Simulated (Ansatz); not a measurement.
# Cs on Al(111): change of the work function, part 2 of 3

Wanted: Δφ(θ) for Cs/Al(111), starting from the fcc site.

Ansatz 0.2.0; plane-wave DFT, PBE, Ansatz PAW.

So far, work function, upper face (eV): step 2 (the clean slab) 4.02.

### Step 3. Adsorbate added, k-mesh 4×4×1, coverage 0.111 ML

System of this step: Cs/Al(111). The cell holds 37 atoms: 36 Al and 1 Cs. Its edges and angles: a = 8.591 Å, b = 8.591 Å, c = 28.334 Å, α = 90.0°, β = 90.0°, γ = 60.0°. Vacuum lies along c.

The clean slab as it ended is repeated in the plane and the adsorbate is set on one face; the cell's size fixes the coverage, and the k-mesh shrinks with it to keep the sampling density about even. Adsorbate and upper layers relax, since the dipole depends on the height.

File input.yaml:

```yaml
crystal:
  lattice:
    - [8.5913473915, 0.0, 0.0]
    - [4.2956736957, 7.4403250937, 0.0]
    - [0.0, 0.0, 28.333914194]
  atoms:
    - { symbol: Al, position: [0.0, 0.0, 0.3176405469] }
    - { symbol: Al, position: [0.1111111111, 0.1111111111, 0.4001659817] }
    - { symbol: Al, position: [0.2222222222, 0.2222222222, 0.4808357789] }
    - { symbol: Al, position: [0.0, 0.0, 0.5631947678] }
    - { symbol: Al, position: [0.0, 0.3333333333, 0.3176405469] }
    - { symbol: Al, position: [0.1111111111, 0.4444444444, 0.4001659817] }
    - { symbol: Al, position: [0.2222222222, 0.5555555556, 0.4808357789] }
    - { symbol: Al, position: [0.0, 0.3333333333, 0.5631947678] }
    - { symbol: Al, position: [0.0, 0.6666666667, 0.3176405469] }
    - { symbol: Al, position: [0.1111111111, 0.7777777778, 0.4001659817] }
    - { symbol: Al, position: [0.2222222222, 0.8888888889, 0.4808357789] }
    - { symbol: Al, position: [0.0, 0.6666666667, 0.5631947678] }
    - { symbol: Al, position: [0.3333333333, 0.0, 0.3176405469] }
    - { symbol: Al, position: [0.4444444444, 0.1111111111, 0.4001659817] }
    - { symbol: Al, position: [0.5555555556, 0.2222222222, 0.4808357789] }
    - { symbol: Al, position: [0.3333333333, 0.0, 0.5631947678] }
    - { symbol: Al, position: [0.3333333333, 0.3333333333, 0.3176405469] }
    - { symbol: Al, position: [0.4444444444, 0.4444444444, 0.4001659817] }
    - { symbol: Al, position: [0.5555555556, 0.5555555556, 0.4808357789] }
    - { symbol: Al, position: [0.3333333333, 0.3333333333, 0.5631947678] }
    - { symbol: Al, position: [0.3333333333, 0.6666666667, 0.3176405469] }
    - { symbol: Al, position: [0.4444444444, 0.7777777778, 0.4001659817] }
    - { symbol: Al, position: [0.5555555556, 0.8888888889, 0.4808357789] }
    - { symbol: Al, position: [0.3333333333, 0.6666666667, 0.5631947678] }
    - { symbol: Al, position: [0.6666666667, 0.0, 0.3176405469] }
    - { symbol: Al, position: [0.7777777778, 0.1111111111, 0.4001659817] }
    - { symbol: Al, position: [0.8888888889, 0.2222222222, 0.4808357789] }
    - { symbol: Al, position: [0.6666666667, 0.0, 0.5631947678] }
    - { symbol: Al, position: [0.6666666667, 0.3333333333, 0.3176405469] }
    - { symbol: Al, position: [0.7777777778, 0.4444444444, 0.4001659817] }
    - { symbol: Al, position: [0.8888888889, 0.5555555556, 0.4808357789] }
    - { symbol: Al, position: [0.6666666667, 0.3333333333, 0.5631947678] }
    - { symbol: Al, position: [0.6666666667, 0.6666666667, 0.3176405469] }
    - { symbol: Al, position: [0.7777777778, 0.7777777778, 0.4001659817] }
    - { symbol: Al, position: [0.8888888889, 0.8888888889, 0.4808357789] }
    - { symbol: Al, position: [0.6666666667, 0.6666666667, 0.5631947678] }
    - { symbol: Cs, position: [0.1111111111, 0.1111111111, 0.6823594531] }
kpoints:
  mp_grid: { grid: [4, 4, 1] }
hamiltonian:
  xc: pbe
scf:
  occupations: { method: fermi_dirac, width: 0.1 }
  convergence: { dr2_threshold: 1.0e-08 }
efield:
  axis: 3
  dipole_correction: true
  ramp_position: 0.97
  ramp_width: 0.06
relax:
  f_tol: 0.02
  max_steps: 60
  constraints:
    - { sites: [0, 1, 4, 5, 8, 9, 12, 13, 16, 17, 20, 21, 24, 25, 28, 29, 32, 33] }
output:
  write_potential: true
  write_density: true
  volumetric_format: npy
```

Started as:

```
> ansatz run input.yaml --threads 2 --pin off --max-ram 4096MiB --backend cpu --events-out ev --progress --plain --runs-dir out
```

Standard output:

```text
[...]
Crystal: 37 atoms, lattice volume = 1811.172 Å³
Basis set: ecut = 420 eV, 35429 PW (Γ), exchange–correlation on 120×120×384 points (8 copies of the dense FFT grid, shifted against one another)
Bands: 96, of which v1, the nominal top of the filled ones, is band 59 counted from 1 (58 counted from 0)
Symmetry: 6 space group operations
[...]
k-points: 4 of 16 (time reversal used)
[...]
SCF iter   1: F=—  HF=-25015.247707 eV  |F-HF|=—  |Δ(HF+E_count)|=         —  Δρ=1.61e-3  dr2=1.62e0  ethr=1.77e-3  p=1.127 e·Å  D=1.13e-1 V/Å  ΔV_dip=-3.19 eV  dr2_dipole=1.09e0  V_vac-E_F(+/−)=0.78/3.97 eV  ⟨swp⟩=19.2  Hψ=3884  notcnv=0  defer=4
[...]
SCF iter  10: F=-25015.124285 eV  HF=-25015.124285 eV  |F-HF|=2.22e-10  |Δ(HF+E_count)|=   2.27e-8  Δρ=1.92e-7  dr2=3.54e-9  ethr=8.55e-12  p=0.933 e·Å  D=9.32e-2 V/Å  ΔV_dip=-2.64 eV  dr2_dipole=2.03e-10  V_vac-E_F(+/−)=1.43/4.07 eV  ⟨swp⟩=10.0  Hψ=2940  notcnv=0
SCF 1 converged in 10 iterations: F = -25015.124285 eV  dr2 = 3.54e-9
[...]
relax step   1: F+E_penalty+E_count = -25015.12428497 eV  Δ(F+E_penalty+E_count) = +0.000e0 eV  max|allowed force component| = 1.848e-1 eV/Å  Δτ_max = 0.0000 Å  (10 SCF iters, accepted)
[...]
SCF iter   7: F=-25015.144068 eV  HF=-25015.144068 eV  |F-HF|=6.25e-9  |Δ(HF+E_count)|=   5.16e-8  Δρ=3.07e-7  dr2=4.14e-9  ethr=8.55e-12  p=0.926 e·Å  D=9.25e-2 V/Å  ΔV_dip=-2.62 eV  dr2_dipole=3.00e-10  V_vac-E_F(+/−)=1.45/4.07 eV  ⟨swp⟩=10.8  Hψ=2664  notcnv=0
SCF 2 converged in 7 iterations: F = -25015.144068 eV  dr2 = 4.14e-9
relax step   2: F+E_penalty+E_count = -25015.14406766 eV  Δ(F+E_penalty+E_count) = -1.978e-2 eV  max|allowed force component| = 1.462e-1 eV/Å  Δτ_max = 0.0496 Å  (7 SCF iters, accepted)
SCF iter   1: F=—  HF=-25015.153147 eV  |F-HF|=—  |Δ(HF+E_count)|=         —  Δρ=4.00e-4  dr2=8.43e-3  ethr=3.10e-4  p=0.926 e·Å  D=9.25e-2 V/Å  ΔV_dip=-2.62 eV  dr2_dipole=1.12e-3  V_vac-E_F(+/−)=1.46/4.08 eV  ⟨swp⟩=3.8  Hψ=951  notcnv=0  defer=3
[...]
SCF iter   8: F=-25015.152287 eV  HF=-25015.152287 eV  |F-HF|=6.18e-10  |Δ(HF+E_count)|=   1.87e-8  Δρ=1.24e-7  dr2=1.34e-9  ethr=8.55e-12  p=0.903 e·Å  D=9.02e-2 V/Å  ΔV_dip=-2.56 eV  dr2_dipole=1.08e-10  V_vac-E_F(+/−)=1.52/4.08 eV  ⟨swp⟩=9.8  Hψ=2472  notcnv=0
SCF 3 converged in 8 iterations: F = -25015.152287 eV  dr2 = 1.34e-9
relax step   3: F+E_penalty+E_count = -25015.15228678 eV  Δ(F+E_penalty+E_count) = -8.219e-3 eV  max|allowed force component| = 7.470e-3 eV/Å  Δτ_max = 0.0992 Å  (8 SCF iters, accepted)
NSCF: frozen V_eff on 4 k-points
[...]
SCF converged after 8 iterations
Free energy (F): -25015.152287 eV
[...]
Internal energy: -25014.594270 eV  (E = F + TS)
E sigma→0 (E₀):  -25014.873279 eV
Entropy (-TS):   -0.558016 eV (-15.082 meV/atom)
Fermi energy:    1.033554 eV
Dipole field:    D = 0.090192 V/Å  (p = 0.902746 e·Å, saw-weighted, corrected)
Work function:   Φ+ = 1.5220 eV   Φ− = 4.0775 eV
[...]
--- Forces (eV/Å), atoms counted from 1 ---
  atom   1  Al     0.00120697     0.00069685    -0.01787058
  atom   2  Al     0.00000000    -0.00000000     0.00783534
  atom   3  Al    -0.00174052    -0.00100489    -0.00221047
  atom   4  Al    -0.00052509    -0.00030316    -0.00699591
  atom   5  Al     0.00000000    -0.00139369    -0.01787058
  atom   6  Al     0.00960428     0.01404480     0.02567278
  atom   7  Al    -0.00013450     0.00007766     0.00201240
  atom   8  Al    -0.00000000     0.00060632    -0.00699591
  atom   9  Al    -0.00626601     0.00361769    -0.01847010
  atom  10  Al    -0.00736101    -0.01533995     0.02567278
  atom  11  Al    -0.00000000     0.00200978    -0.00221047
  atom  12  Al    -0.00182177     0.00105180    -0.00747036
  atom  13  Al    -0.00120697     0.00069685    -0.01787058
  atom  14  Al     0.01696530     0.00129515     0.02567278
  atom  15  Al     0.00000000    -0.00015531     0.00201240
  atom  16  Al     0.00052509    -0.00030316    -0.00699591
  atom  17  Al    -0.00353011    -0.00203811    -0.01475672
  atom  18  Al     0.00000000    -0.00000000     0.03995112
  atom  19  Al     0.00013450     0.00007766     0.00201240
  atom  20  Al     0.00090657     0.00052341    -0.00027882
  atom  21  Al    -0.00000000     0.00407622    -0.01475672
  atom  22  Al     0.00736101    -0.01533995     0.02567278
  atom  23  Al    -0.00441509     0.00254905     0.00390746
  atom  24  Al     0.00000000    -0.00104682    -0.00027882
  atom  25  Al     0.00000000    -0.00723537    -0.01847010
  atom  26  Al    -0.01696530     0.00129515     0.02567278
  atom  27  Al     0.00174052    -0.00100489    -0.00221047
  atom  28  Al     0.00000000    -0.00210360    -0.00747036
  atom  29  Al     0.00353011    -0.00203811    -0.01475672
  atom  30  Al    -0.00960428     0.01404480     0.02567278
  atom  31  Al     0.00000000    -0.00509811     0.00390746
  atom  32  Al    -0.00090657     0.00052341    -0.00027882
  atom  33  Al     0.00626601     0.00361769    -0.01847010
  atom  34  Al     0.00000000    -0.00000000    -0.02176626
  atom  35  Al     0.00441509     0.00254905     0.00390746
  atom  36  Al     0.00182177     0.00105180    -0.00747036
  atom  37  Cs     0.00000000    -0.00000000     0.00633706
  max |Σ_I F_I| component: 5.31e-6 eV/Å
--- Band table (eV) ---
  k-point 0: bands = [... 55 lower, 0.4123, 0.6426, 0.6426, 0.6525, 0.6611, 0.6611, 0.6708, 1.3648, ... 33 higher]
  k-point 1: bands = [... 55 lower, 0.7217, 0.7278, 0.8303, 0.8360, 0.8569, 0.9596, 0.9801, 1.5248, ... 33 higher]
  k-point 2: bands = [... 55 lower, 1.0022, 1.0307, 1.1169, 1.2625, 1.2869, 1.2939, 1.2945, 1.8901, ... 33 higher]
  k-point 3: bands = [... 55 lower, 0.8626, 1.1126, 1.1201, 1.2884, 1.3519, 1.4150, 1.4553, 1.4691, ... 33 higher]
--- Relaxed structure (3 steps of the walk, 3 accepted, 0 SCFs on fresh bases) ---
  F+E_penalty+E_count = -25015.15228678 eV   max|allowed force component| = 7.470e-3 eV/Å
  atoms:
    - { symbol: Al, position: [1.111111e-11, 1.111111e-11, 0.3176405469] }
    - { symbol: Al, position: [0.111111, 0.111111, 0.400166] }
    - { symbol: Al, position: [0.222883, 0.222883, 0.480949] }
    - { symbol: Al, position: [-0.00102781, -0.00102781, 0.562046] }
    - { symbol: Al, position: [1.111108e-11, 0.333333, 0.3176405469] }
    - { symbol: Al, position: [0.111111, 0.444444, 0.400166] }
    - { symbol: Al, position: [0.222409, 0.555462, 0.481867] }
    - { symbol: Al, position: [-0.00102781, 0.335389, 0.562046] }
    - { symbol: Al, position: [-2.222222e-11, 0.666667, 0.3176405469] }
    - { symbol: Al, position: [0.111111, 0.777778, 0.400166] }
    - { symbol: Al, position: [0.222883, 0.887568, 0.480949] }
    - { symbol: Al, position: [4.878909e-5, 0.666642, 0.564897] }
    - { symbol: Al, position: [0.333333, 1.111111e-11, 0.3176405469] }
    - { symbol: Al, position: [0.444444, 0.111111, 0.400166] }
    - { symbol: Al, position: [0.555462, 0.222409, 0.481867] }
    - { symbol: Al, position: [0.335389, -0.00102781, 0.562046] }
    - { symbol: Al, position: [0.333333, 0.333333, 0.3176405469] }
    - { symbol: Al, position: [0.444444, 0.444444, 0.400166] }
    - { symbol: Al, position: [0.555462, 0.555462, 0.481867] }
    - { symbol: Al, position: [0.333154, 0.333154, 0.565353] }
    - { symbol: Al, position: [0.333333, 0.666667, 0.3176405469] }
    - { symbol: Al, position: [0.444444, 0.777778, 0.400166] }
    - { symbol: Al, position: [0.556830, 0.888252, 0.481315] }
    - { symbol: Al, position: [0.333154, 0.667024, 0.565353] }
    - { symbol: Al, position: [0.666667, -2.222220e-11, 0.3176405469] }
    - { symbol: Al, position: [0.777778, 0.111111, 0.400166] }
    - { symbol: Al, position: [0.887568, 0.222883, 0.480949] }
    - { symbol: Al, position: [0.666642, 4.878909e-5, 0.564897] }
    - { symbol: Al, position: [0.666667, 0.333333, 0.3176405469] }
    - { symbol: Al, position: [0.777778, 0.444444, 0.400166] }
    - { symbol: Al, position: [0.888252, 0.556830, 0.481315] }
    - { symbol: Al, position: [0.667024, 0.333154, 0.565353] }
    - { symbol: Al, position: [0.666667, 0.666667, 0.3176405469] }
    - { symbol: Al, position: [0.777778, 0.777778, 0.400166] }
    - { symbol: Al, position: [0.888252, 0.888252, 0.481315] }
    - { symbol: Al, position: [0.666642, 0.666642, 0.564897] }
    - { symbol: Cs, position: [0.111111, 0.111111, 0.677108] }
```

Wall time 2.2 min (2 threads of Arm Neoverse V1, shared host); peak memory 2.2 GiB.

The steps of the relaxation:

| step | energy less that of the first step (eV) | largest force component (eV/Å) |
| --- | --- | --- |
| 1 | 0.0000 | 0.1848 |
| 2 | -0.0198 | 0.1462 |
| 3 | -0.0280 | 0.0075 |

The run keeps the 6 symmetry operations that the program found, so distortions that break them were not tested.

The atoms that moved most (Å):

| atom | dx | dy | dz | length |
| --- | --- | --- | --- | --- |
| Cs37 | 0.000 | 0.000 | -0.149 | 0.149 |
| Al32 | 0.002 | -0.001 | 0.061 | 0.061 |
| Al24 | 0.000 | 0.003 | 0.061 | 0.061 |
| Al20 | -0.002 | -0.001 | 0.061 | 0.061 |
| Al28 | 0.000 | 0.000 | 0.048 | 0.048 |
| Al12 | 0.000 | 0.000 | 0.048 | 0.048 |
| Al36 | 0.000 | 0.000 | 0.048 | 0.048 |
| Al8 | 0.000 | 0.015 | -0.033 | 0.036 |

The relaxed structure:

```xyz
37
Lattice="8.5913 0.0000 0.0000 4.2957 7.4403 0.0000 0.0000 0.0000 28.3339" Properties=species:S:1:pos:R:3
Al    0.0000    0.0000    9.0000
Al    1.4319    0.8267   11.3383
Al    2.8723    1.6583   13.6272
Al   -0.0132   -0.0076   15.9250
Al    1.4319    2.4801    9.0000
Al    2.8638    3.3068   11.3383
Al    4.2969    4.1328   13.6532
Al    1.4319    2.4954   15.9250
Al    2.8638    4.9602    9.0000
Al    4.2957    5.7869   11.3383
Al    5.7276    6.6038   13.6272
Al    2.8641    4.9600   16.0057
Al    2.8638    0.0000    9.0000
Al    4.2957    0.8267   11.3383
Al    5.7276    1.6548   13.6532
Al    2.8770   -0.0076   15.9250
Al    4.2957    2.4801    9.0000
Al    5.7276    3.3068   11.3383
Al    7.1583    4.1328   13.6532
Al    4.2934    2.4788   16.0187
Al    5.7276    4.9602    9.0000
Al    7.1595    5.7869   11.3383
Al    8.5996    6.6089   13.6375
Al    5.7276    4.9629   16.0187
Al    5.7276    0.0000    9.0000
Al    7.1595    0.8267   11.3383
Al    8.5828    1.6583   13.6272
Al    5.7276    0.0004   16.0057
Al    7.1595    2.4801    9.0000
Al    8.5913    3.3068   11.3383
Al   10.0232    4.1430   13.6375
Al    7.1618    2.4788   16.0187
Al    8.5913    4.9602    9.0000
Al   10.0232    5.7869   11.3383
Al   11.4469    6.6089   13.6375
Al    8.5910    4.9600   16.0057
Cs    1.4319    0.8267   19.1851
```

Numbers from this step:

- energy at zero smearing: -25014.8733 eV
- work function, upper face: 1.522 eV
- work function, lower face: 4.077 eV
- dipole along the normal: 0.9027 e·Å
- step between the vacuum levels: -2.555 eV

Running mean over 2.338 Å of the planar mean; the ramp of the sawtooth is left out. The electron's electrostatic potential energy less the Fermi level by z:

| z (Å) | electron's electrostatic potential energy less the Fermi level (eV) |
| --- | --- |
| 4 | 4.08 |
| 5 | 4.07 |
| 6 | 3.98 |
| 7 | 2.96 |
| 8 | -1.34 |
| 9 | -4.39 |
| 10 | -4.56 |
| 11 | -4.59 |
| 12 | -4.71 |
| 13 | -4.70 |
| 14 | -4.58 |
| 15 | -4.54 |
| 16 | -4.36 |
| 17 | -1.56 |
| 18 | 1.38 |
| 19 | 0.821 |
| 20 | 0.663 |
| 21 | 1.25 |
| 22 | 1.49 |
| 23 | 1.51 |
| 24 | 1.52 |
| 25 | 1.52 |

The relaxation took 3 steps and lowered the energy by 0.028 eV; the largest force on the free atoms ends at 0.0075 eV/Å.

The covered face has 1.52 eV, -2.50 eV against the clean one; the bare back face has moved by +0.06 eV, a measure of how thin the slab is.

[end of part 2 of 3]

[Long decimals in the printed logs are rounded to 6 places.]

[Logs are printed without paths, hosts, clocks, repeated set-up lines and the standing remarks that a program may print on its own settings, such as how far it seeks lower states.]

[Hosts, paths, dates, database ids (printed as entryN), source tags and the programs' standing remarks are cut or masked in the printed files.]

[Maps of the electrostatic potential energy from Ansatz leave out the sawtooth potential of an applied field or a dipole correction, so their vacuum need not be flat; planar profiles and work functions include it.]
